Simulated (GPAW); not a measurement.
# Local fields, kernels and plasmons in PtS2 (1T monolayer)

Aim: ε(ω) and the loss function of PtS2 (1T monolayer), with and without local fields, at several momentum transfers.

Method: LDA and many-body steps on it, plane waves, in GPAW 26.7.0.

**1. The system as given**

The cell holds 3 atoms: 1 Pt and 2 S. Cell: a = 3.507 Å, b = 3.507 Å, c = 13.900 Å, α = 90.0°, β = 90.0°, γ = 120.0°. Vacuum lies along c.

As a file:

```xyz
3
Lattice="3.5075 0.0000 0.0000 -1.7537 3.0376 0.0000 0.0000 0.0000 13.9000" Properties=species:S:1:pos:R:3
Pt    0.0000    0.0000    6.9500
S     0.0000    2.0250    8.1622
S     1.7537    1.0125    5.7378
```

The structure was relaxed with LDA. The runs that relaxed it are not among those shown.

**2. Empty states on the mesh, 15×15×1 mesh, 196 bands**

This step: GPAW 26.7.0; DFT, LDA, plane waves, PAW.

The sums over transitions need many empty states on a uniform mesh; this step solves for them.

Input file run.py:

```python
import json
import numpy as np
from gpaw.mpi import world
from gpaw import GPAW

calc = GPAW('gs.gpw').fixed_density(kpts={'size': (15, 15, 1), 'gamma': True},
    nbands=228,
    convergence={'bands': 196},
    txt='nscf.txt')
calc.write('full.gpw', mode='all')
res = {}
kpts = calc.get_ibz_k_points()
res['kpts'] = kpts
res['eigenvalues'] = [calc.get_eigenvalues(kpt=k) for k in range(len(kpts))]
res['n_electrons'] = calc.get_number_of_electrons()

if world.rank == 0:
    with open('result.json', 'w') as f:
        json.dump(res, f, default=lambda x: x.tolist())
```

Command:

```sh
$ mpirun -n 4 gpaw python run.py
```

The log of the run:

```text
Diagonalizing LCAO Hamiltonian
Converting LCAO to pw mode
convergence criteria:
- Maximum integral of absolute [eigenst]ate change: 4e-08 eV^2 / valence electron
maximum number of iterations: 100

SCF iterations
|iter     |     time |      energy | eigst |  dens |
|iter:   1|  |             | +4.29 |       |
|iter:   2|  |             | +3.10 |       |
|iter:   3|  |             | +2.01 |       |
[...]
|iter:  13|  |             | -6.67 |       |
|iter:  14|  |             | -7.27 |       |
|iter:  15|  |             | -7.56c|       |
SCF steps: 15
  __  _  _
 | _ |_)|_||  |
 |__||  | ||/\| - 26.7.0

Input parameters:
  mode=PW(ecut=450.000000),
  convergence={'bands': 196},
  gpts=array([18, 18, 70]),
  kpts=MonkhorstPack(size=(15, 15, 1), gamma=True),
  maxiter=100,
  nbands=228,
  occupations=Occupations(name='fermi-dirac', width=0.001, fixmagmom=False),
  parallel={},
  xc=XC(name='LDA')
# Writing to full.gpw (mode='all')
  [... matrices ...]

timing:  # [seconds]
  Total: 0.120  # ━━━━━━━━━━━━━━━━━━━━━━━━━━━━━━━━━━━━━━━━━━━━━━━━━━━━━━━━━━━
```

Wall time 3.2 min (4 MPI ranks of Arm Neoverse V1, shared host); peak memory 1.2 GiB.

Numbers from this step:

```yaml
gap: 1.836 eV
k_of_the_valence_top: 0.1333, 0, 0
k_of_the_conduction_bottom: 0.2667, 0, 0
least_direct_gap: 1.934 eV
k_points_computed: 27
lowest_point_of_the_top_converged_band_above_the_valence_top: 65.6740 eV
```

On this mesh the gap is 1.836 eV.

**3. RPA response**

The response function is computed on a frequency grid, with local fields up to the given cutoff.

This step: linear response, RPA, on LDA, plane waves, PAW.

Input file run.py:

```python
import json
import numpy as np
from gpaw.mpi import world
from gpaw.response.df import DielectricFunction

df = DielectricFunction('full.gpw',
    ecut=50,
    nbands=196,
    eta=0.2,
    frequencies={'type': 'nonlinear', 'domega0': 0.05, 'omega2': 10.0},
    intraband=False,
    truncation='2D',
    txt='df.txt')
res = {'optical': {}, 'eels': []}
for d in 'x':
    y0, y = df.get_polarizability(direction=d, xc='RPA', filename=None)
    res['optical'][d] = [y0.real, y0.imag, y.real, y.imag]
res['w'] = df.get_frequencies()
for q_c in [[0.0666666667, 0, 0], [0.2, 0, 0], [0.4666666667, 0, 0], [0.8, 0, 0], [1.2, 0, 0]]:
    res['eels'].append(df.get_eels_spectrum(q_c=q_c, xc='RPA', filename=None))

if world.rank == 0:
    with open('result.json', 'w') as f:
        json.dump(res, f, default=lambda x: x.tolist())
```

Command:

```sh
$ mpirun -n 4 gpaw python run.py
```

The log of the run:

```text
Using integrator: PointIntegrator
NonLinearFrequencyDescriptor(from 0.000 to 121.856 eV, 404 points)
Nonperiodic BCs:  [False False  True]
Using integrator: PointIntegrator
NonLinearFrequencyDescriptor(from 0.000 to 121.856 eV, 404 points)
Nonperiodic BCs:  [False False  True]

Calculating chi0 body with:
    Ground state adapter containing:
    Number of spins: 1
    Number of kpoints: 225
    Number of irreducible kpoints: 27
    Number of completely occupied states: 14
    Number of partially occupied states: 14
    Occupied states memory: 4.844971 M / cpu

    Linear response parametrization:
    q_c: [0.0, 0.0, 0.0]
    Number of frequency points: 404
    Planewave cutoff: 50.0
    Number of bands: 196
    Number of planewaves: 113
    Broadening (eta): 0.2
    comm.size: 4
    kncomm.size: 4
    blockcomm.size: 1

    Memory estimate of potentially large arrays:
        chi0_wGG: 78.715149 M / cpu
Integrating chi0 body.

Symmetries of q_c:
    Direct symmetries (Uq -> q): 12
    Indirect symmetries (TUq -> q): 0
In total 12 allowed symmetries.

  [... matrices ...]
27 groups of equivalent kpoints. 88.0% reduction.

Integral kind: spectral function

Calculating chi0 optical extensions with:
    Ground state adapter containing:
    Number of spins: 1
    Number of kpoints: 225
    Number of irreducible kpoints: 27
    Number of completely occupied states: 14
    Number of partially occupied states: 14
    Occupied states memory: 4.844971 M / cpu

    Linear response parametrization:
    Number of frequency points: 404
    Planewave cutoff: 50.0
    Number of bands: 196
    Number of planewaves: 113
    Broadening (eta): 0.2
Integrating chi0 head and wings.

Symmetries of q_c:
    Direct symmetries (Uq -> q): 12
    Indirect symmetries (TUq -> q): 0
In total 12 allowed symmetries.

  [... matrices ...]
27 groups of equivalent kpoints. 88.0% reduction.

Integral kind: spectral function wings

Calculating chi0 body with:
    Ground state adapter containing:
    Number of spins: 1
    Number of kpoints: 225
    Number of irreducible kpoints: 27
    Number of completely occupied states: 14
    Number of partially occupied states: 14
    Occupied states memory: 4.844971 M / cpu

    Linear response parametrization:
    q_c: [0.0666666667, 0.0, 0.0]
    Number of frequency points: 404
    Planewave cutoff: 50.0
    Number of bands: 196
    Number of planewaves: 111
    Broadening (eta): 0.2
    comm.size: 4
    kncomm.size: 4
    blockcomm.size: 1

    Memory estimate of potentially large arrays:
        chi0_wGG: 75.953430 M / cpu
Integrating chi0 body.

Symmetries of q_c:
    Direct symmetries (Uq -> q): 2
    Indirect symmetries (TUq -> q): 0
In total 2 allowed symmetries.

  [... matrices ...]
120 groups of equivalent kpoints. 46.666667% reduction.

Integral kind: spectral function

[... 4 further calls ...]
```

It took 3.3 min on 4 MPI ranks; peak memory 2.1 GiB; 13 min of CPU time.

Numbers from this step:

| Property | Result |
| --- | --- |
| static polarisability of the sheet (Å) | 5.441 |
| the same without local fields | 6.080 |

The static value is 5.44.

The Im polarisability of the sheet has structure finer than the step of the table below, so its rows give means over 2 eV. Peaks (eV: height): xx, no local fields 2.2: 10.1, 6.8: 3.40; xx, local fields 2.2: 8.56, 7.4: 3.48.

RPA, broadening 0.2 eV. Table of Im polarisability of the sheet by photon energy; means over each step:

```tsv
photon energy (eV)	xx, no local fields (Å)	xx, local fields (Å)
2	5.34	4.55
4	4.10	3.91
6	2.37	2.26
8	2.46	2.46
10	1.21	1.02
12	1.54	1.20
14	0.937	0.804
16	0.501	0.538
18	0.264	0.364
20	0.153	0.245
22	0.111	0.181
24	0.0849	0.135
26	0.0785	0.0963
28	0.0669	0.0779
30	0.0610	0.0674
32	0.0533	0.0514
34	0.0431	0.0377
36	0.0364	0.0295
38	0.0316	0.0231
```

**4. RPA response, local-field cutoff (15×15×1 mesh, 196 bands, screening to 5 eV, broadening 0.2 eV)**

Edit run.py of step 3 so:

```diff
@@ -6,3 +6,3 @@
 df = DielectricFunction('full.gpw',
-    ecut=50,
+    ecut=5,
     nbands=196,
@@ -18,3 +18,3 @@
 res['w'] = df.get_frequencies()
-for q_c in [[0.0666666667, 0, 0], [0.2, 0, 0], [0.4666666667, 0, 0], [0.8, 0, 0], [1.2, 0, 0]]:
+for q_c in [[0.4666666667, 0, 0]]:
     res['eels'].append(df.get_eels_spectrum(q_c=q_c, xc='RPA', filename=None))
```

Command:

```sh
$ mpirun -n 4 gpaw python run.py
```

The log of the run:

```text
Using integrator: PointIntegrator
NonLinearFrequencyDescriptor(from 0.000 to 121.856 eV, 404 points)
Nonperiodic BCs:  [False False  True]
Using integrator: PointIntegrator
NonLinearFrequencyDescriptor(from 0.000 to 121.856 eV, 404 points)
Nonperiodic BCs:  [False False  True]

Calculating chi0 body with:
    Ground state adapter containing:
    Number of spins: 1
    Number of kpoints: 225
    Number of irreducible kpoints: 27
    Number of completely occupied states: 14
    Number of partially occupied states: 14
    Occupied states memory: 4.844971 M / cpu

    Linear response parametrization:
    q_c: [0.0, 0.0, 0.0]
    Number of frequency points: 404
    Planewave cutoff: 5.0
    Number of bands: 196
    Number of planewaves: 5
    Broadening (eta): 0.2
    comm.size: 4
    kncomm.size: 4
    blockcomm.size: 1

    Memory estimate of potentially large arrays:
        chi0_wGG: 0.154114 M / cpu
Integrating chi0 body.

Symmetries of q_c:
    Direct symmetries (Uq -> q): 12
    Indirect symmetries (TUq -> q): 0
In total 12 allowed symmetries.

  [... matrices ...]
27 groups of equivalent kpoints. 88.0% reduction.

Integral kind: spectral function

Calculating chi0 optical extensions with:
    Ground state adapter containing:
    Number of spins: 1
    Number of kpoints: 225
    Number of irreducible kpoints: 27
    Number of completely occupied states: 14
    Number of partially occupied states: 14
    Occupied states memory: 4.844971 M / cpu

    Linear response parametrization:
    Number of frequency points: 404
    Planewave cutoff: 5.0
    Number of bands: 196
    Number of planewaves: 5
    Broadening (eta): 0.2
Integrating chi0 head and wings.

Symmetries of q_c:
    Direct symmetries (Uq -> q): 12
    Indirect symmetries (TUq -> q): 0
In total 12 allowed symmetries.

  [... matrices ...]
27 groups of equivalent kpoints. 88.0% reduction.

Integral kind: spectral function wings

Calculating chi0 body with:
    Ground state adapter containing:
    Number of spins: 1
    Number of kpoints: 225
    Number of irreducible kpoints: 27
    Number of completely occupied states: 14
    Number of partially occupied states: 14
    Occupied states memory: 4.844971 M / cpu

    Linear response parametrization:
    q_c: [0.4666666667, 0.0, 0.0]
    Number of frequency points: 404
    Planewave cutoff: 5.0
    Number of bands: 196
    Number of planewaves: 4
    Broadening (eta): 0.2
    comm.size: 4
    kncomm.size: 4
    blockcomm.size: 1

    Memory estimate of potentially large arrays:
        chi0_wGG: 0.0986328125 M / cpu
Integrating chi0 body.

Symmetries of q_c:
    Direct symmetries (Uq -> q): 2
    Indirect symmetries (TUq -> q): 0
In total 2 allowed symmetries.

  [... matrices ...]
120 groups of equivalent kpoints. 46.666667% reduction.

Integral kind: spectral function
```

Elapsed: 52 s, on 4 MPI ranks; peak memory 1.4 GiB; 3.5 min of CPU time.

Numbers from this step:

```
static polarisability of the sheet (Å) : 6.080
the same without local fields          : 6.080
```

The static value is 6.08.

**5. RPA response, fewer bands (15×15×1 mesh, 19 bands, screening to 50 eV, broadening 0.2 eV)**

Edit run.py of step 4 so:

```diff
@@ -6,4 +6,4 @@
 df = DielectricFunction('full.gpw',
-    ecut=5,
-    nbands=196,
+    ecut=50,
+    nbands=19,
     eta=0.2,
@@ -18,3 +18,3 @@
 res['w'] = df.get_frequencies()
-for q_c in [[0.4666666667, 0, 0]]:
+for q_c in []:
     res['eels'].append(df.get_eels_spectrum(q_c=q_c, xc='RPA', filename=None))
```

Command:

```sh
$ mpirun -n 4 gpaw python run.py
```

The log of the run:

```text
Using integrator: PointIntegrator
NonLinearFrequencyDescriptor(from 0.000 to 62.306 eV, 349 points)
Nonperiodic BCs:  [False False  True]
Using integrator: PointIntegrator
NonLinearFrequencyDescriptor(from 0.000 to 62.306 eV, 349 points)
Nonperiodic BCs:  [False False  True]

Calculating chi0 body with:
    Ground state adapter containing:
    Number of spins: 1
    Number of kpoints: 225
    Number of irreducible kpoints: 27
    Number of completely occupied states: 14
    Number of partially occupied states: 14
    Occupied states memory: 4.844971 M / cpu

    Linear response parametrization:
    q_c: [0.0, 0.0, 0.0]
    Number of frequency points: 349
    Planewave cutoff: 50.0
    Number of bands: 19
    Number of planewaves: 113
    Broadening (eta): 0.2
    comm.size: 4
    kncomm.size: 4
    blockcomm.size: 1

    Memory estimate of potentially large arrays:
        chi0_wGG: 67.998978 M / cpu
Integrating chi0 body.

Symmetries of q_c:
    Direct symmetries (Uq -> q): 12
    Indirect symmetries (TUq -> q): 0
In total 12 allowed symmetries.

  [... matrices ...]
27 groups of equivalent kpoints. 88.0% reduction.

Integral kind: spectral function

Calculating chi0 optical extensions with:
    Ground state adapter containing:
    Number of spins: 1
    Number of kpoints: 225
    Number of irreducible kpoints: 27
    Number of completely occupied states: 14
    Number of partially occupied states: 14
    Occupied states memory: 4.844971 M / cpu

    Linear response parametrization:
    Number of frequency points: 349
    Planewave cutoff: 50.0
    Number of bands: 19
    Number of planewaves: 113
    Broadening (eta): 0.2
Integrating chi0 head and wings.

Symmetries of q_c:
    Direct symmetries (Uq -> q): 12
    Indirect symmetries (TUq -> q): 0
In total 12 allowed symmetries.

  [... matrices ...]
27 groups of equivalent kpoints. 88.0% reduction.

Integral kind: spectral function wings
```

The job ended after 5.8 s (4 MPI ranks; peak memory 1.6 GiB).

This step gave:

```
static polarisability of the sheet (Å) : 5.058
the same without local fields          : 5.608
```

**6. RPA response, scissors (15×15×1 mesh, 196 bands, screening to 50 eV, broadening 0.2 eV)**

Edit run.py of step 5 so:

```diff
@@ -7,3 +7,3 @@
     ecut=50,
-    nbands=19,
+    nbands=196,
     eta=0.2,
@@ -12,2 +12,3 @@
     truncation='2D',
+    eshift=0.5,
     txt='df.txt')
```

Command:

```sh
$ mpirun -n 4 gpaw python run.py
```

The log of the run:

```text
Using integrator: PointIntegrator
NonLinearFrequencyDescriptor(from 0.000 to 121.856 eV, 404 points)
Nonperiodic BCs:  [False False  True]
Using integrator: PointIntegrator
NonLinearFrequencyDescriptor(from 0.000 to 121.856 eV, 404 points)
Nonperiodic BCs:  [False False  True]

Calculating chi0 body with:
    Ground state adapter containing:
    Number of spins: 1
    Number of kpoints: 225
    Number of irreducible kpoints: 27
    Number of completely occupied states: 14
    Number of partially occupied states: 14
    Occupied states memory: 4.844971 M / cpu

[...]
Ground state adapter containing:
    Number of spins: 1
    Number of kpoints: 225
    Number of irreducible kpoints: 27
    Number of completely occupied states: 14
    Number of partially occupied states: 14
    Occupied states memory: 4.844971 M / cpu

    Linear response parametrization:
    Number of frequency points: 404
    Planewave cutoff: 50.0
    Number of bands: 196
    Number of planewaves: 113
    Broadening (eta): 0.2
Integrating chi0 head and wings.

Symmetries of q_c:
    Direct symmetries (Uq -> q): 12
    Indirect symmetries (TUq -> q): 0
In total 12 allowed symmetries.

  [... matrices ...]
27 groups of equivalent kpoints. 88.0% reduction.

Integral kind: spectral function wings
```

Run time: 23 s. Hardware: 4 MPI ranks; peak memory 2 GiB.

Read from the output:

| Item | Value |
| --- | --- |
| static polarisability of the sheet (Å) | 4.741 |
| the same without local fields | 5.256 |

The static value is 4.74.

RPA, broadening 0.2 eV. Im polarisability of the sheet against photon energy; read off at these points:

```tsv
photon energy (eV)	xx, no local fields (Å)	xx, local fields (Å)
0.0	0	0
1.0	0.221	0.190
2.0	1.38	1.16
2.8	10.2	8.85
3.0	8.73	7.71
4.0	4.94	4.73
5.0	3.07	3.09
6.0	1.72	1.71
7.0	2.95	2.66
7.4	3.47	3.31
7.8	3.39	3.44
8.0	3.22	3.37
9.0	1.82	1.77
10.0	1.16	1.04
11.0	1.24	0.971
12.0	1.46	1.09
13.0	1.59	1.29
14.0	1.000	0.892
15.0	0.778	0.658
16.0	0.601	0.581
17.0	0.397	0.518
18.0	0.295	0.418
19.0	0.233	0.303
20.0	0.176	0.268
21.0	0.129	0.218
22.0	0.119	0.189
23.0	0.108	0.175
24.0	0.0935	0.157
25.0	0.0793	0.116
26.0	0.0782	0.102
27.0	0.0805	0.0961
28.0	0.0712	0.0793
29.0	0.0632	0.0782
30.0	0.0598	0.0733
31.0	0.0627	0.0639
32.0	0.0565	0.0553
33.0	0.0504	0.0490
34.0	0.0456	0.0399
35.0	0.0410	0.0361
36.0	0.0383	0.0325
37.0	0.0350	0.0269
38.0	0.0320	0.0247
39.0	0.0315	0.0221
```

**7. RPA response, q off the mesh (15×15×1 mesh, 196 bands, screening to 30 eV, broadening 0.2 eV)**

Edit run.py of step 6 so:

```diff
@@ -6,3 +6,3 @@
 df = DielectricFunction('full.gpw',
-    ecut=50,
+    ecut=30,
     nbands=196,
@@ -12,3 +12,2 @@
     truncation='2D',
-    eshift=0.5,
     txt='df.txt')
@@ -19,3 +18,3 @@
 res['w'] = df.get_frequencies()
-for q_c in []:
+for q_c in [[0.137, 0, 0]]:
     res['eels'].append(df.get_eels_spectrum(q_c=q_c, xc='RPA', filename=None))
```

Command:

```sh
$ mpirun -n 4 gpaw python run.py
```

The log of the run:

```text
Using integrator: PointIntegrator
NonLinearFrequencyDescriptor(from 0.000 to 121.856 eV, 404 points)
Nonperiodic BCs:  [False False  True]
Using integrator: PointIntegrator
NonLinearFrequencyDescriptor(from 0.000 to 121.856 eV, 404 points)
Nonperiodic BCs:  [False False  True]

Calculating chi0 body with:
    Ground state adapter containing:
    Number of spins: 1
    Number of kpoints: 225
    Number of irreducible kpoints: 27
    Number of completely occupied states: 14
    Number of partially occupied states: 14
    Occupied states memory: 4.844971 M / cpu

[...]
Number of frequency points: 404
    Planewave cutoff: 30.0
    Number of bands: 196
    Number of planewaves: 61
    Broadening (eta): 0.2
    comm.size: 4
    kncomm.size: 4
    blockcomm.size: 1

    Memory estimate of potentially large arrays:
        chi0_wGG: 22.938293 M / cpu
Integrating chi0 body.

Symmetries of q_c:
    Direct symmetries (Uq -> q): 2
    Indirect symmetries (TUq -> q): 0
In total 2 allowed symmetries.

  [... matrices ...]
120 groups of equivalent kpoints. 46.666667% reduction.

Integral kind: spectral function

--- the script ended with ---
ValueError: Requested k-point is not on the grid. Please check that your q-points of interest are commensurate with the k-point grid.
```

Wall time 31 s (4 MPI ranks); peak memory 1.6 GiB; 64 s of CPU time.

The run stopped with an error after 31 s.

The program's words: ValueError: Requested k-point is not on the grid. Please check that your q-points of interest are commensurate with the k-point grid.

The fault put into this input: q off the mesh.

**8. The runs together**

Times are wall times on 4 MPI ranks of Arm Neoverse V1, shared host, good to a factor of about two.

```tsv
run	static polarisability (Å)	without local fields	loss peak (eV)	time
RPA response	5.44	6.08	-	3.3 min
RPA response, local-field cutoff (15×15×1 mesh, 196 bands, screening to 5 eV, broadening 0.2 eV)	6.08	6.08	-	52 s
RPA response, fewer bands (15×15×1 mesh, 19 bands, screening to 50 eV, broadening 0.2 eV)	5.06	5.61	-	5.8 s
RPA response, scissors (15×15×1 mesh, 196 bands, screening to 50 eV, broadening 0.2 eV)	4.74	5.26	-	23 s
```

**9. Summary of results**

| Item | Value |
| --- | --- |
| RPA response | static polarisability (Å) 5.44 |
| RPA response, local-field cutoff (15×15×1 mesh, 196 bands, screening to 5 eV, broadening 0.2 eV) | static polarisability (Å) 6.08 |
| RPA response, fewer bands (15×15×1 mesh, 19 bands, screening to 50 eV, broadening 0.2 eV) | static polarisability (Å) 5.06 |
| RPA response, scissors (15×15×1 mesh, 196 bands, screening to 50 eV, broadening 0.2 eV) | static polarisability (Å) 4.74 |

In words: In the optical limit the electronic static polarisability (Å) is 5.44, against 6.08 without local fields. RPA response, local-field cutoff (15×15×1 mesh, 196 bands, screening to 5 eV, broadening 0.2 eV): static polarisability (Å) = 6.08. RPA response, fewer bands (15×15×1 mesh, 19 bands, screening to 50 eV, broadening 0.2 eV): static polarisability (Å) = 5.06. RPA response, scissors (15×15×1 mesh, 196 bands, screening to 50 eV, broadening 0.2 eV): static polarisability (Å) = 4.74. ε(0) converges slowly with a Γ-centred mesh, and this one is not shown settled. Unless a shift is named, the levels are those of the density functional, and only a kernel with a long-range part can bind an exciton.

[Long decimals in the printed logs are rounded to 6 places.]

[Logs are printed without paths, hosts, clocks, repeated set-up lines and the standing remarks that a program may print on its own settings, such as how far it seeks lower states.]

[Paths, hosts, dates, memory and timing lines, banners, echoed tables and standing remarks are left out of the program output; an Ansatz launch command may be rebuilt from the run's recorded settings. Measured values are a selection of at most five: reports struck by readers or far from the other reports are left out. None is set beside runs whose start may be inverted or whose files or cutoffs have a known fault.]

[Runs of the session that timed out or met a known fault of the program may be left out.]

[Hosts, paths, dates, database ids (printed as entryN), source tags and the programs' standing remarks are cut or masked in the printed files.]

[Where the starting crystal was built by hand or by swapping elements, it need not be the compound's stable phase.]
